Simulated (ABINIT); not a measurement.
# AlBiS3 (Pm-3m): from the cell to the phonon bands, part 4 of 6

How does AlBiS3 (Pm-3m) vibrate, and is this structure a minimum?

ABINIT 10.8.3; DFT PBEsol, scalar-relativistic, plane waves, PseudoDojo norm-conserving pseudopotentials.

So far. Step 6 (Linear response at Γ): The acoustic modes at Γ come out as far as 2.6 cm⁻¹ from zero, where they should vanish, a small numerical error. The lowest optical mode is imaginary, 136i cm⁻¹, an instability at this level and on this k mesh. Step 7 (Modes with the sum rule): The rule also moves an optical mode by 0.3 cm⁻¹. The relaxed cell has a = 4.613 Å (conventional setting).

The structure was built from a prototype and need not be the compound's stable phase.

### Step 9. Linear response at Γ

The zone centre is solved again, so that all wavevectors share one k mesh.

The input, dfpt_gamma.abi:

```

# common to the responses
getwfk_filepath "gso_WFK"
kptopt 2
nqpt 1
qpt 0.0 0.0 0.0
asr 0
chneut 0

# displacements
rfphon 1
rfatpol 1 5
rfdir 1 1 1
tolvrs 1.0d-10
prtwf 0

# basis, mesh and filling
ecut 29.0
ngkpt 4 4 4
nshiftk 1
shiftk 0.0 0.0 0.0
istwfk *1
occopt 3
tsmear 0.01
nband 26
nstep 100
diemac 1000000.0
prtebands 0
prtgsr 0
useylm 1

# cell and atoms
acell 3*1.0 Angstrom
rprim 
    4.612664403 0.0 0.0
    0.0 4.612664403 0.0
    0.0 0.0 4.612664403
ntypat 3
znucl 83 13 16
natom 5
typat 1 2 3 3 3
xred 
    0.0 0.0 0.0
    0.5 0.5 0.5
    0.5 0.5 0.0
    0.5 0.0 0.5
    0.0 0.5 0.5
pp_dirpath "./pseudo"
pseudos "Bi.upf, Al.upf, S.upf"
```

Command:

```sh
$ OMP_NUM_THREADS=1 mpirun -n 4 abinit dfpt_gamma.abi > dfpt_gamma.log
```

Numbers of over 12 decimals in the logs are rounded to 6 here.

dfpt_gamma.abo, the main output file:

```text
[banners, grids, parts of the stress and lines that vanish by symmetry left out]
- input  file    -> dfpt_gamma.abi
- output file    -> dfpt_gamma.abo
- root for input  files -> dfpt_gammai
- root for output files -> dfpt_gammao

 Symmetries : space group Pm -3 m (#221); Bravais cP (primitive cubic)
================================================================================
 Values of the parameters that define the memory need of the present run (RF).
     intxc =       0      iscf =       7    lmnmax =      18     lnmax =       6
     mgfft =      45  mpssoang =       3    mqgrid =    3001     natom =       5
  nloc_mem =       1    nspden =       1   nspinor =       1    nsppol =       1
      nsym =      48    n1xccc =    2501    ntypat =       3    occopt =       3
   xclevel =       2
-    mband =          26        mffmem =           1         mkmem =           9
-   mkqmem =           9        mk1mem =           9           mpw =        4972
      nfft =       91125          nkpt =          36
- my_mband =          26
================================================================================
================================================================================

--------------------------------------------------------------------------------
------------- Echo of variables that govern the present computation ------------
--------------------------------------------------------------------------------
-
- outvars: echo of selected default values
-   iomode0 =  0 , fftalg0 =312 , wfoptalg0 =  0
-
- outvars: echo of global parameters not present in the input file
-  max_nthreads =    1
-
 -outvars: echo values of preprocessed input variables
 [... echo left out ...]
================================================================================

 chkinp: Checking input parameters for consistency.

[...]
== DATASET  1 ==================================================================
-   mpi_nproc: 4, omp_nthreads: 1 (-1 if OMP is not activated)

--- !DatasetInfo
iteration_state: {dtset: 1, }
dimensions: {natom: 5, nkpt: 36, mband: 26, nsppol: 1, nspinor: 1, nspden: 1, mpw: 4972, }
cutoff_energies: {ecut:  29.0, pawecutdg:  -1.0, }
electrons: {nelect:   3.60000000E+01, charge:   0.00000000E+00, occopt:   3.00000000E+00, tsmear:   1.00000000E-02, }
meta: {optdriver: 1, rfphon: 1, }
...

 mkfilename: getwfk from: gso_WFK

 Real(R)+Recip(G) space primitive vectors, cartesian coordinates (Bohr,Bohr^-1):
 R(1)=  8.7166724  0.0000000  0.0000000  G(1)=  0.1147227  0.0000000  0.0000000
 R(2)=  0.0000000  8.7166724  0.0000000  G(2)=  0.0000000  0.1147227  0.0000000
 R(3)=  0.0000000  0.0000000  8.7166724  G(3)=  0.0000000  0.0000000  0.1147227
 Unit cell volume ucvol=  6.6229607E+02 bohr^3
 Angles (23,13,12)=  9.00000000E+01  9.00000000E+01  9.00000000E+01 degrees
 setup1 : take into account q-point for computing boxcut.

 getcut: wavevector=  0.0000  0.0000  0.0000  ngfft=  45  45  45
         ecut(hartree)=     29.000   => boxcut(ratio)=   2.08227

--- Pseudopotential description ------------------------------------------------
- pspini: atom type   1  psp file is ./pseudo/Bi.upf

- pspini: atom type   2  psp file is ./pseudo/Al.upf

- pspini: atom type   3  psp file is ./pseudo/S.upf

   2.51067929E+03                                ecore*ucvol(ha*bohr**3)
--------------------------------------------------------------------------------

 ==>  initialize data related to q vector <==

 The list of irreducible perturbations for this q vector is:
    1)    idir= 1    ipert=   1
    2)    idir= 1    ipert=   2
    3)    idir= 1    ipert=   3
    4)    idir= 3    ipert=   3

[...]
The perturbation idir=   2  ipert=   1 is
 symmetric of a previously calculated perturbation.
 So, its SCF calculation is not needed.

 The perturbation idir=   3  ipert=   1 is
 symmetric of a previously calculated perturbation.
 So, its SCF calculation is not needed.

 The perturbation idir=   2  ipert=   2 is
 symmetric of a previously calculated perturbation.
 So, its SCF calculation is not needed.

 The perturbation idir=   3  ipert=   2 is
 symmetric of a previously calculated perturbation.
 So, its SCF calculation is not needed.

[...]
The perturbation idir=   2  ipert=   5 is
 symmetric of a previously calculated perturbation.
 So, its SCF calculation is not needed.

 The perturbation idir=   3  ipert=   5 is
 symmetric of a previously calculated perturbation.
 So, its SCF calculation is not needed.

--------------------------------------------------------------------------------
 Perturbation wavevector (in red.coord.)   0.000000  0.000000  0.000000
 Perturbation : displacement of atom   1   along direction   1
 Found     8 symmetries that leave the perturbation invariant.

[...]
dfpt_looppert : total number of electrons, from k and k+q
  fully or partially occupied states are    3.600000E+01 and    3.600000E+01.
 Initialisation of the first-order wave-functions :
  ireadwf=   0

--- !BeginCycle
iteration_state: {dtset: 1, }
solver: {iscf: 7, nstep: 100, nline: 4, wfoptalg: 0, }
tolerances: {tolvrs: 1.00E-10, }
...

     iter   2DEtotal(Ha)        deltaE(Ha) residm    vres2
-ETOT  1   1.146403     -1.846E+04 2.772E+01 3.841E+02
 ETOT  2  -2.271985     -3.418E+00 1.764E+00 1.925E+02
 ETOT  3  -2.356238     -8.425E-02 1.119E-01 4.050E+00
 ETOT  4  -2.356832     -5.935E-04 8.269E-02 1.148E+00
 ETOT  5  -2.357291     -4.591E-04 1.592E-02 4.392E-03
[...]
At SCF step   11       vres2   =  7.13E-11 < tolvrs=  1.00E-10 =>converged.
[...]
Mean square residual over all n,k,spin=   55.206E-07; max=  23.849E-04

 Thirteen components of 2nd-order total energy (hartree) are
 1,2,3: 0th-order hamiltonian combined with 1st-order wavefunctions
     kin0=   2.18089532E+04 eigvalue=   2.42079314E+03  local=  -1.24114392E+04
 4,5,6: 1st-order hamiltonian combined with 1st and 0th-order wfs
 loc psp =  -5.46539072E+03  Hartree=   1.73283002E+03     xc=  -2.76412089E+02
 note that "loc psp" includes a xc core correction that could be resolved
 7,8,9: eventually, occupation + non-local contributions
    edocc=   2.49784096E+01     enl0=   5.16184466E+03   enl1=  -3.14577058E+04
 1-9 gives the relaxation energy (to be shifted if some occ is /=2.0)
   erelax=  -1.84615482E+04
 10,11,12 Non-relaxation  contributions : frozen-wavefunctions and Ewald
 fr.local=   2.46001470E+03 fr.nonlo=   1.57185925E+04  Ewald=   1.51373007E+02
 13,14 Frozen wf xc core corrections (1) and (2)
 frxc 1  =  -6.29613391E+02  frxc 2 =   7.58824108E+02
 Resulting in :
 2DEtotal=   -0.2357292047E+01 Ha. Also 2DEtotal=   -0.641451843772E+02 eV
    (2DErelax=   -1.8461548246E+04 Ha. 2DEnonrelax=    1.8459190954E+04 Ha)
    (  non-var. 2DEtotal :   -2.3572913245E+00 Ha)

[...]
Perturbation wavevector (in red.coord.)   0.000000  0.000000  0.000000
 Perturbation : displacement of atom   2   along direction   1
 Found     8 symmetries that leave the perturbation invariant.

[...]
dfpt_looppert : total number of electrons, from k and k+q
  fully or partially occupied states are    3.600000E+01 and    3.600000E+01.
 Initialisation of the first-order wave-functions :
  ireadwf=   0

--- !BeginCycle
iteration_state: {dtset: 1, }
solver: {iscf: 7, nstep: 100, nline: 4, wfoptalg: 0, }
tolerances: {tolvrs: 1.00E-10, }
...

     iter   2DEtotal(Ha)        deltaE(Ha) residm    vres2
-ETOT  1   8.416062     -4.882E+01 7.003E-01 6.013E+03
[...]
At SCF step   12       vres2   =  8.50E-12 < tolvrs=  1.00E-10 =>converged.
[...]
Mean square residual over all n,k,spin=   22.606E-07; max=  97.654E-05

 Thirteen components of 2nd-order total energy (hartree) are
 1,2,3: 0th-order hamiltonian combined with 1st-order wavefunctions
     kin0=   4.26598126E+01 eigvalue=  -1.24165319E+00  local=  -2.64612211E+01
 4,5,6: 1st-order hamiltonian combined with 1st and 0th-order wfs
 loc psp =  -2.62444918E+01  Hartree=   1.30891134E+01     xc=  -2.91313047E+00
 note that "loc psp" includes a xc core correction that could be resolved
 7,8,9: eventually, occupation + non-local contributions
    edocc=   2.89150186E+00     enl0=   2.26827597E+01   enl1=  -7.51698736E+01
 1-9 gives the relaxation energy (to be shifted if some occ is /=2.0)
   erelax=  -5.07071826E+01
 10,11,12 Non-relaxation  contributions : frozen-wavefunctions and Ewald
 fr.local=  -4.64838889E+01 fr.nonlo=   5.81221398E+01  Ewald=   4.75743735E+01
 13,14 Frozen wf xc core corrections (1) and (2)
 frxc 1  =  -6.20120407E+00  frxc 2 =   4.22125715E+00
 Resulting in :
 2DEtotal=    0.6525494857E+01 Ha. Also 2DEtotal=    0.177567760997E+03 eV
    (2DErelax=   -5.0707182599E+01 Ha. 2DEnonrelax=    5.7232677456E+01 Ha)
    (  non-var. 2DEtotal :    6.5254947353E+00 Ha)

[...]
Perturbation wavevector (in red.coord.)   0.000000  0.000000  0.000000
 Perturbation : displacement of atom   3   along direction   1
 Found     4 symmetries that leave the perturbation invariant.

[...]
dfpt_looppert : total number of electrons, from k and k+q
  fully or partially occupied states are    3.600000E+01 and    3.600000E+01.
 Initialisation of the first-order wave-functions :
  ireadwf=   0

--- !BeginCycle
iteration_state: {dtset: 1, }
solver: {iscf: 7, nstep: 100, nline: 4, wfoptalg: 0, }
tolerances: {tolvrs: 1.00E-10, }
...

     iter   2DEtotal(Ha)        deltaE(Ha) residm    vres2
-ETOT  1  7.40453222675086E-03 -5.380E+02 3.237E+00 1.388E+03
[...]
At SCF step   12       vres2   =  3.22E-12 < tolvrs=  1.00E-10 =>converged.
[...]
Mean square residual over all n,k,spin=   68.622E-06; max=  24.838E-03

 Thirteen components of 2nd-order total energy (hartree) are
 1,2,3: 0th-order hamiltonian combined with 1st-order wavefunctions
     kin0=   4.77018708E+02 eigvalue=  -1.62603982E+01  local=  -3.32178288E+02
 4,5,6: 1st-order hamiltonian combined with 1st and 0th-order wfs
 loc psp =  -4.11324310E+02  Hartree=   1.50624568E+02     xc=  -4.17689451E+01
 note that "loc psp" includes a xc core correction that could be resolved
 7,8,9: eventually, occupation + non-local contributions
    edocc=   2.50736888E+01     enl0=   2.76306915E+02   enl1=  -6.66308188E+02
 1-9 gives the relaxation energy (to be shifted if some occ is /=2.0)
   erelax=  -5.38816248E+02
 10,11,12 Non-relaxation  contributions : frozen-wavefunctions and Ewald
 fr.local=   1.33793417E+02 fr.nonlo=   3.34543875E+02  Ewald=   8.22874349E+01
 13,14 Frozen wf xc core corrections (1) and (2)
 frxc 1  =  -6.51789622E+01  frxc 2 =   5.26023140E+01
 Resulting in :
 2DEtotal=   -0.7681703637E+00 Ha. Also 2DEtotal=   -0.209029804703E+02 eV
    (2DErelax=   -5.3881624836E+02 Ha. 2DEnonrelax=    5.3804807800E+02 Ha)
    (  non-var. 2DEtotal :   -7.6817067907E-01 Ha)

[...]
Perturbation wavevector (in red.coord.)   0.000000  0.000000  0.000000
 Perturbation : displacement of atom   3   along direction   3
 Found     8 symmetries that leave the perturbation invariant.

--------------------------------------------------------------------------------

--------------------------------------------------------------------------------

 dfpt_looppert : total number of electrons, from k and k+q
  fully or partially occupied states are    3.600000E+01 and    3.600000E+01.
 Initialisation of the first-order wave-functions :
  ireadwf=   0

--- !BeginCycle
iteration_state: {dtset: 1, }
solver: {iscf: 7, nstep: 100, nline: 4, wfoptalg: 0, }
tolerances: {tolvrs: 1.00E-10, }
...

     iter   2DEtotal(Ha)        deltaE(Ha) residm    vres2
-ETOT  1   15.050770235721     -5.623E+02 4.453E+00 7.491E+03
[...]
ETOT 10   11.975736153212     -2.274E-11 6.668E-03 1.347E-09
 ETOT 11   11.975736153217      5.343E-12 1.222E-03 3.851E-11

 At SCF step   11       vres2   =  3.85E-11 < tolvrs=  1.00E-10 =>converged.
[...]
Mean square residual over all n,k,spin=   28.307E-07; max=  12.224E-04

 Thirteen components of 2nd-order total energy (hartree) are
 1,2,3: 0th-order hamiltonian combined with 1st-order wavefunctions
     kin0=   4.70270865E+02 eigvalue=  -9.31468817E+00  local=  -3.22300112E+02
 4,5,6: 1st-order hamiltonian combined with 1st and 0th-order wfs
 loc psp =  -4.08094556E+02  Hartree=   1.64580175E+02     xc=  -4.16893660E+01
 note that "loc psp" includes a xc core correction that could be resolved
 7,8,9: eventually, occupation + non-local contributions
    edocc=   4.06093512E+01     enl0=   2.63226578E+02   enl1=  -7.22671051E+02
 1-9 gives the relaxation energy (to be shifted if some occ is /=2.0)
   erelax=  -5.65382803E+02
 10,11,12 Non-relaxation  contributions : frozen-wavefunctions and Ewald
 fr.local=   1.24221790E+02 fr.nonlo=   3.72444470E+02  Ewald=   9.49217130E+01
 13,14 Frozen wf xc core corrections (1) and (2)
 frxc 1  =  -6.46060195E+01  frxc 2 =   5.03765857E+01
 Resulting in :
 2DEtotal=    0.1197573615E+02 Ha. Also 2DEtotal=    0.325876382045E+03 eV
    (2DErelax=   -5.6538280298E+02 Ha. 2DEnonrelax=    5.7735853913E+02 Ha)
    (  non-var. 2DEtotal :    1.1975735962E+01 Ha)

[...]
---- first-order wavefunction calculations are completed ----

 ==> Compute Derivative Database <==

 [... matrices left out ...]
  Phonon wavevector (reduced coordinates) :  0.00000  0.00000  0.00000
 Phonon energies in Hartree :
  -5.991037E-04 -5.991037E-04 -5.991037E-04 -4.659032E-04 -4.659032E-04
  -4.659032E-04  9.595779E-06  9.595779E-06  9.595780E-06  4.730719E-04
   4.730719E-04  4.730719E-04  2.089826E-03  2.089826E-03  2.089826E-03
 Phonon frequencies in cm-1    :
- -1.314881E+02 -1.314881E+02 -1.314881E+02 -1.022539E+02 -1.022539E+02
- -1.022539E+02  2.106030E+00  2.106030E+00  2.106030E+00  1.038273E+02
-  1.038273E+02  1.038273E+02  4.586638E+02  4.586638E+02  4.586638E+02

== END DATASET(S) ==============================================================
================================================================================

 -outvars: echo values of variables after computation
            acell      1.8897261259E+00  1.8897261259E+00  1.8897261259E+00 Bohr
           etotal      1.1975736153E+01
            fcart      0.0000000000E+00  0.0000000000E+00  0.0000000000E+00
           strten      0.0000000000E+00  0.0000000000E+00  0.0000000000E+00
================================================================================
```

It took 2.4 min on 4 MPI ranks of Arm Neoverse V1, shared host.

This step gave:

```
largest acoustic frequency at the zone centre before the sum rule : 2.11 cm⁻¹
highest optical zone-centre mode (no LO-TO term)                  : 458.7 cm⁻¹
lowest optical zone-centre mode                                   : -131.5 cm⁻¹
```

The acoustic modes at Γ come out as far as 2.1 cm⁻¹ from zero, where they should vanish, a small numerical error. The lowest optical mode is imaginary, 131i cm⁻¹, an instability at this level and on this k mesh.

(Part 4 of 6 ends here.)

[Host names and launcher messages were left out of these logs when they were recorded.]

[Logs are printed without paths, hosts, clocks, repeated set-up lines and the standing remarks that a program may print on its own settings, such as how far it seeks lower states.]

[Hosts, paths, dates, database ids (printed as entryN), source tags and the programs' standing remarks are cut or masked in the printed files.]
